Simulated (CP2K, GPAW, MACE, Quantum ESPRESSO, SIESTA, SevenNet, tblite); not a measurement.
# Random packing of 40Si3N4-60SiO2 (mol %) (69 atoms) in other programs, against a plane-wave reference

Aim: run random packing of 40Si3N4-60SiO2 (mol %) (69 atoms) in several programs and set results and cost side by side. A plane-wave run serves as the reference.

Program: Quantum ESPRESSO 7.5. Level of theory: Kohn-Sham DFT, PBE, SSSP efficiency 1.3.0 pseudopotentials, plane waves. Results are calculated unless marked as measured.

**1. Set-up**

The cell holds 69 atoms: 27 Si, 24 N and 18 O. Cell: a = 9.700 Å, b = 9.700 Å, c = 9.700 Å, α = 90.0°, β = 90.0°, γ = 90.0°. 69 atoms (27 Si, 24 N, 18 O) packed at random in a cube at 2.52 g/cm³ and pushed apart as soft spheres, cations and anions kept from their own kind; a start for melting by ab initio MD, not an equilibrated structure. Then every atom was moved at random, 0.03 Å r.m.s. a Cartesian component.

**2. Reference: Quantum ESPRESSO, plane waves**

Input file pw.in:

```
&control
  calculation = 'scf'
  pseudo_dir = './pseudo'
  outdir = './tmp'
  disk_io = 'none'
  tprnfor = .true.
  tstress = .true.
/
&system
  ibrav = 0
  nat = 69
  ntyp = 3
  ecutwfc = 60
  ecutrho = 480
  nosym = .true.
  occupations = 'smearing'
  smearing = 'fd'
  degauss = 0.003675
/
&electrons
  conv_thr = 3.5e-07
  electron_maxstep = 100
  mixing_beta = 0.4
  mixing_mode = 'plain'
  diagonalization = 'david'
/
ATOMIC_SPECIES
Si 28.085 Si.upf
N 14.007 N.upf
O 15.999 O.upf
CELL_PARAMETERS angstrom
9.70030 0.00000 0.00000
0.00000 9.70030 0.00000
0.00000 0.00000 9.70030
ATOMIC_POSITIONS crystal
Si 0.24574 0.17845 0.43013
Si 0.72830 0.84559 0.40938
Si 0.23315 0.57358 0.12237
Si 0.95740 0.76272 0.18419
Si 0.16581 0.89242 0.44475
Si 0.66382 0.07950 0.56406
Si 0.06372 0.28737 0.58526
Si 0.46589 0.75083 0.43624
Si 0.47020 0.04825 0.25615
Si 0.45569 0.41210 0.32297
Si 0.15850 0.24910 0.07050
Si 0.44976 0.57190 0.96288
[... 53 atom lines left out ...]
O 0.06258 0.73256 0.79440
O 0.69407 0.77381 0.11953
O 0.85381 0.04838 0.32754
O 0.28129 0.13139 0.92204
K_POINTS gamma
```

Command:

```sh
$ OMP_NUM_THREADS=1 mpirun -np 4 pw.x -in pw.in > output.txt
```

What it wrote:

```text
Program PWSCF
     gamma-point specific algorithms are used
     one sub-group per band group will be used
     scalapack distributed-memory algorithm (size of sub-group:  2*  2 procs)
     Parallelization info
     sticks:   dense  smooth     PW     G-vecs:    dense   smooth      PW
     Min        3206    1603    400               273414    96656   12120
     Max        3207    1606    402               273418    96658   12126
     Sum       12825    6417   1605              1093663   386627   48489
     bravais-lattice index     =            0
     lattice parameter (alat)  =      18.3309  a.u.
     unit-cell volume          =    6159.5942 (a.u.)^3
     number of atoms/cell      =           69
     number of atomic types    =            3
[... lines left out ...]
     scf convergence threshold =      3.5E-07
[... lines left out ...]
     number of k points=     1  Fermi-Dirac smearing, width (Ry)=  0.0037
[... lines left out ...]
     total energy              =   -1527.01567872 Ry
[... lines left out ...]
     total energy              =   -1523.83648745 Ry
[... lines left out ...]
     total energy              =   -1532.01676813 Ry
[... lines left out ...]
     c_bands:  2 eigenvalues not converged
[... lines left out ...]
     total energy              =   -1536.39528905 Ry
[... lines left out ...]
     total energy              =   -1536.39528908 Ry
[... lines left out ...]
   -16.3662 -14.4356 -14.0728 -13.5102 -13.1179 -12.9422 -12.9193 -12.6966
   -12.3918 -12.2930 -12.1242 -12.0348 -11.9872 -11.4943 -11.3830 -11.2877
   -11.1461 -10.7538 -10.5531 -10.0832  -9.9413  -9.8861  -9.7779  -9.6614
[...]
6.4406   6.4948   6.5440   6.6519   6.7282   6.8343   6.9149   6.9672
     7.1051   7.2949   7.3660   7.4906   7.5492   7.6596   7.8491   7.9095
     8.0290   8.0731
     the Fermi energy is     5.3669 ev
!    total energy              =   -1536.39528892 Ry
     estimated scf accuracy    <       0.00000025 Ry
     smearing contrib. (-TS)   =      -0.02549565 Ry
     internal energy E=F+TS    =   -1536.36979328 Ry
     The total energy is F=E-TS. E is the sum of the following terms:
     one-electron contribution =    -318.35813302 Ry
     hartree contribution      =     346.42385569 Ry
     xc contribution           =    -418.76671746 Ry
     ewald contribution        =    -973.94064183 Ry
     one-center paw contrib.   =    -171.72815666 Ry
     convergence has been achieved in  44 iterations
     Forces acting on atoms (cartesian axes, Ry/au):
     atom    1 type  1   force =     0.08859872   -0.12455099   -0.13461238
     atom    2 type  1   force =     0.04011955   -0.09856555    0.03506838
     atom    3 type  1   force =     0.05025998    0.04259654   -0.01166975
[...]
atom   68 type  3   force =    -0.03339152   -0.06937532   -0.05673561
     atom   69 type  3   force =    -0.03381347   -0.06397825    0.11209888
     Total force =     0.877069     Total SCF correction =     0.000963
     Computing stress (Cartesian axis) and pressure
          total   stress  (Ry/bohr**3)                   (kbar)     P=     -195.56
  -0.00123079  -0.00010208  -0.00003197         -181.06      -15.02       -4.70
  -0.00010208  -0.00155930   0.00020490          -15.02     -229.38       30.14
  -0.00003197   0.00020490  -0.00119818           -4.70       30.14     -176.26
     Message from routine punch:
     Nothing written, as per user request (disk_io='none')
```

Wall time 5.1 min (4 MPI ranks of Intel Xeon Platinum 8375C at 2.90GHz (Ice Lake), shared host); peak memory 3 GiB; 20 min of CPU time.

Banners, paths, timers and routine set-up lines are dropped from the logs unmarked, and long logs keep their key lines alone; longer cuts are marked.

Numbers from this run:

| Item | Value |
| --- | --- |
| r.m.s. force component | 1.567 eV/Å |
| longest force | 5.237 eV/Å |
| pressure | -19.56 GPa |

**3. Structure statistics**

Density 2.52 g/cm³, 13.23 Å³ an atom.

g(r), total and by pair (bins of 0.2 Å):

```tsv
r (Å)	total	Si-Si	Si-N	Si-O	N-N	N-O	O-O
1.60	0.11	0.00	0.00	0.54	0.00	0.00	0.00
1.80	1.31	0.00	3.23	2.16	0.00	0.00	0.00
2.00	0.53	0.00	1.25	0.91	0.00	0.00	0.00
2.20	1.01	0.00	1.65	1.89	0.00	0.49	1.34
2.40	1.25	0.00	0.98	1.41	2.20	1.76	1.56
2.60	1.48	2.02	0.91	1.64	1.69	1.75	0.98
2.80	1.24	2.12	0.85	0.47	1.62	1.71	1.14
3.00	0.92	0.88	1.01	0.68	0.71	1.21	1.01
3.20	1.05	1.42	0.83	0.72	1.37	1.47	0.44
3.40	0.82	0.86	0.58	0.65	0.66	1.15	1.56
3.60	0.97	1.09	1.25	1.04	0.68	0.58	0.85
3.80	0.96	0.76	1.31	1.20	0.70	0.58	0.78
4.00	0.98	0.69	0.67	0.95	1.90	1.10	1.12
4.20	1.02	1.01	0.95	1.58	0.43	1.00	0.75
4.40	1.01	0.87	1.10	1.08	1.04	0.96	0.80
4.60	1.00	0.94	1.15	0.99	1.01	0.76	1.18
4.80	1.00	0.99	0.92	1.01	0.94	1.20	0.88
```

Bonds by pair of elements; cutoffs follow the first minimum of g(r), held within bounds set by covalent radii, and pairs that aren't listed don't count as bonded (cutoffs were set anew for this text, so counts can differ from the run's own analysis):

```tsv
pair A-B	cutoff (Å)	bonds	mean length (Å)	spread (Å)	shortest (Å)	B about A	A about B
Si-N	2.02	23	1.84	0.062	1.74	0.852	0.958
Si-O	1.95	12	1.77	0.073	1.65	0.444	0.667
```

The cutoff for Si-N falls short of the minimum of g(r), so counts run low and odd coordinations can be artefacts.

How many atoms have how many bonded neighbours:

```tsv
element	mean	0	1	2	3
N	0.958	6	13	5	0
O	0.667	8	8	2	0
Si	1.30	5	11	9	2
```

**4. What was run beside it**

The programs:
- CP2K 2026.2: Gaussian basis with GTH pseudopotentials and a plane-wave density; labels give functional, basis (MOLOPT sets; SR short-range, UZH the newer set with its own potentials), grid cutoff/relative cutoff and solver (OT: orbital transformation; TRS4, TC2, SIGN: linear-scaling purification with its sparsity filter), or its built-in tight binding.
- GPAW 26.7.0: PAW with atomic orbitals (LCAO), plane waves or a real-space grid of spacing h.
- MACE: machine-learned potential, published weights.
- SIESTA 5.4.2: numerical atomic orbitals, whose automatically made sets are far from complete, with PseudoDojo norm-conserving potentials that we converted to its format (checked against plane waves on the same files for H, C, O, Si, Ge and Ca alone); labels give functional, basis size, energy shift and mesh cutoff.
- SevenNet: machine-learned potential, published weights.
- tblite 0.8.0: extended tight binding, driven from Python.

All use the same cell and atoms; the electronic-structure runs use the same k-mesh, and an electronic temperature of 580 K (0.05 eV) where levels are smeared.

Differences are against the plane-wave reference, forces as r.m.s. over components; share is that over the reference's r.m.s. force, slope the least-squares factor from reference forces to these. Total energies of different programs have different zeros and aren't compared.

```tsv
run	Δ force, r.m.s. (meV/Å)	share (%)	slope	Δ pressure (GPa)	cores	CPU time	memory (GiB)
reference	-	-	-	-	4	20 min	3.0
CP2K PBE, DZVP-MOLOPT-SR, 210/50 Ry, diagonalisation (coarse)	75.3	4.80	0.994	0.864	2	5.4 min	0.86
CP2K PBE, DZVP-MOLOPT-SR, 600/50 Ry, diagonalisation	51.7	3.30	0.995	0.708	4	7.8 min	3.5
CP2K PBE, SZV-MOLOPT-SR, 600/50 Ry, diagonalisation (coarse)	1223	78.1	0.674	22.9	2	5.2 min	2.5
GPAW PBE, LCAO dzp, h 0.18 Å	269	17.1	0.926	-	1	4.8 min	1.1
GPAW PBE, LCAO dzp, h 0.25 Å (coarse)	568	36.2	0.919	-	1	2.6 min	0.6
GPAW PBE, LCAO sz(dzp), h 0.18 Å (coarse)	1371	87.5	0.619	-	1	93 s	0.86
MACE MP-0b3 medium potential	587	37.4	0.852	0.486	1	9.2 s	1
MACE MPA-0 medium potential	447	28.5	0.920	-0.672	1	8.5 s	0.98
SIESTA PBE, DZP, shift 0.01 Ry, mesh 500 Ry	210	13.4	0.947	1.35	2	14 min	2.1
SIESTA PBE, SZP, shift 0.01 Ry, mesh 500 Ry (coarse)	526	33.6	0.886	4.08	2	10 min	1.9
SevenNet 0 potential	579	36.9	0.992	-2.09	1	8.7 s	0.87
tblite GFN1-xTB	662	42.3	1.093	-3.82	1	7.2 s	0.11
tblite GFN2-xTB	1079	68.9	1.231	-4.89	1	15 s	0.11
```

Rows marked coarse were listed beforehand as settings not expected to be converged; some can still land near the reference.

Times of the machine-learned potentials are mostly Python's start and the loading of weights.

CPU time is summed over cores on a shared host, where runs went side by side, so it is rough. Symmetry, cutoffs, thresholds, outputs and thread counts weren't matched or tuned between programs; memory under MPI is the largest rank's times the ranks.

Mean charges by element (e), by run and scheme:

```tsv
run	scheme	Si	N	O
CP2K PBE, DZVP-MOLOPT-SR, 600/50 Ry, diagonalisation	Mulliken	+0.47	-0.25	-0.37
CP2K PBE, DZVP-MOLOPT-SR, 600/50 Ry, diagonalisation	Hirshfeld	+0.31	-0.18	-0.22
SIESTA PBE, DZP, shift 0.01 Ry, mesh 500 Ry	Hirshfeld	+0.25	-0.15	-0.18
tblite GFN1-xTB	Mulliken	+0.32	-0.10	-0.35
tblite GFN2-xTB	Mulliken	+0.51	-0.26	-0.42
```

Within one program, basis, potentials and functional, energies share a zero. Each run against its twin at the usual cutoff or grid and solver:

```tsv
run	twin	Δ energy (meV/atom)	Δ force, r.m.s. (meV/Å)	CPU time over the twin's
CP2K PBE, DZVP-MOLOPT-SR, 210/50 Ry, diagonalisation	DZVP-MOLOPT-SR, 600/50 Ry, diagonalisation	-3.35	68.1	0.70 (this twin ran on 4 cores)
GPAW PBE, LCAO dzp, h 0.25 Å	LCAO dzp, h 0.18 Å	295	494	0.54
```

A second geometry, displaced anew (every atom was moved at random, 0.08 Å r.m.s. a Cartesian component), gives an energy difference that all programs can be tested on. The reference puts it at 11.35 meV/atom.

```tsv
run	energy less the first geometry's (meV/atom)	error (meV/atom)	force share at the second geometry (%)
tblite GFN2-xTB	-32.18	-43.5	55.6
MACE MP-0b3 medium potential	14.59	3.24	31.1
GPAW PBE, LCAO dzp, h 0.18 Å	22.14	10.8	15.1
tblite GFN1-xTB	-3.043	-14.4	36.1
SIESTA PBE, DZP, shift 0.01 Ry, mesh 500 Ry	20.24	8.89	11.5
CP2K PBE, DZVP-MOLOPT-SR, 600/50 Ry, diagonalisation	10.51	-0.844	3.08
MACE MPA-0 medium potential	8.409	-2.94	21.8
SevenNet 0 potential	5.867	-5.48	28.4
SIESTA PBE, SZP, shift 0.01 Ry, mesh 500 Ry	39.44	28.1	33.8
CP2K PBE, SZV-MOLOPT-SR, 600/50 Ry, diagonalisation	68.55	57.2	67.0
GPAW PBE, LCAO dzp, h 0.25 Å	27.84	16.5	26.2
CP2K PBE, DZVP-MOLOPT-SR, 210/50 Ry, diagonalisation	10.18	-1.17	4.53
GPAW PBE, LCAO sz(dzp), h 0.18 Å	74.89	63.5	75.3
```

**5. Outcome**

```json
{
 "reference r.m.s. force component": "1.57 eV/Å",
 "nearest in forces": "CP2K PBE, DZVP-MOLOPT-SR, 600/50 Ry, diagonalisation, 3.3 %",
 "farthest in forces": "GPAW PBE, LCAO sz(dzp), h 0.18 Å (coarse), 87 %",
 "cheapest electronic-structure run beside the reference": "tblite GFN1-xTB, 7.2 s of CPU time"
}
```

The PBE runs in local orbitals, coarse settings apart, differ by 3.3 % (CP2K PBE, DZVP-MOLOPT-SR, 600/50 Ry, diagonalisation) to 17 % (GPAW PBE, LCAO dzp, h 0.18 Å); basis, grid and potentials can all enter. Tight binding differs by 42 % (tblite GFN1-xTB) to 69 % (tblite GFN2-xTB); it is another model, with fitted parameters of its own, and the xTB methods hold dispersion. Machine-learned potentials differ by 28 % (MACE MPA-0 medium potential) to 37 % (MACE MP-0b3 medium potential); they were trained on other programs' data. Runs with settings chosen to be coarse differ by 4.8 % (CP2K PBE, DZVP-MOLOPT-SR, 210/50 Ry, diagonalisation) to 87 % (GPAW PBE, LCAO sz(dzp), h 0.18 Å), their programs' other errors included. Of the electronic-structure runs that take under half the reference's CPU time, CP2K PBE, DZVP-MOLOPT-SR, 600/50 Ry, diagonalisation comes nearest, at 3.3 % in 7.8 min against 20 min. In pressure, CP2K PBE, SZV-MOLOPT-SR, 600/50 Ry, diagonalisation misses by +22.9 GPa, at the same functional. Charges hang on model, scheme and program or settings: among these rows the mean for Si runs from +0.25 to +0.51 e. The energy difference between the two geometries, 11.3 meV/atom in the reference, is met best by CP2K PBE, DZVP-MOLOPT-SR, 600/50 Ry, diagonalisation (-0.844) and worst by GPAW PBE, LCAO sz(dzp), h 0.18 Å (coarse) (+63.5). In the reference: levels near the Fermi energy are neither full nor empty under the smearing, so no gap is quoted. Periodic xTB results under one method name differ between programs and library versions. The reference's pressure holds the uncorrected Pulay stress of its 60 Ry basis, so small pressure differences, and their order, may be the reference's own error. Machine-learned potentials mimic data converged in k, so the reference's own k-point error enters their differences. The reference's stress is far from hydrostatic: its diagonal is -18.1, -22.9, -17.6 GPa, compression counted positive. The reference's pressure of -20 GPa says that the cell would shrink at this level of theory. The electronic-structure runs sample only Γ, in a cell whose shortest periodic width is 10 Å, which is coarse for a cell with partly filled levels.

[Also dropped from logs without a mark: logging warnings of Python, and SIESTA's first energy breakdown and zero terms.]

[Logs are printed without paths, hosts, clocks, repeated set-up lines and the standing remarks that a program may print on its own settings, such as how far it seeks lower states.]

[Hosts, paths, dates, database ids (printed as entryN), source tags and the programs' standing remarks are cut or masked in the printed files.]
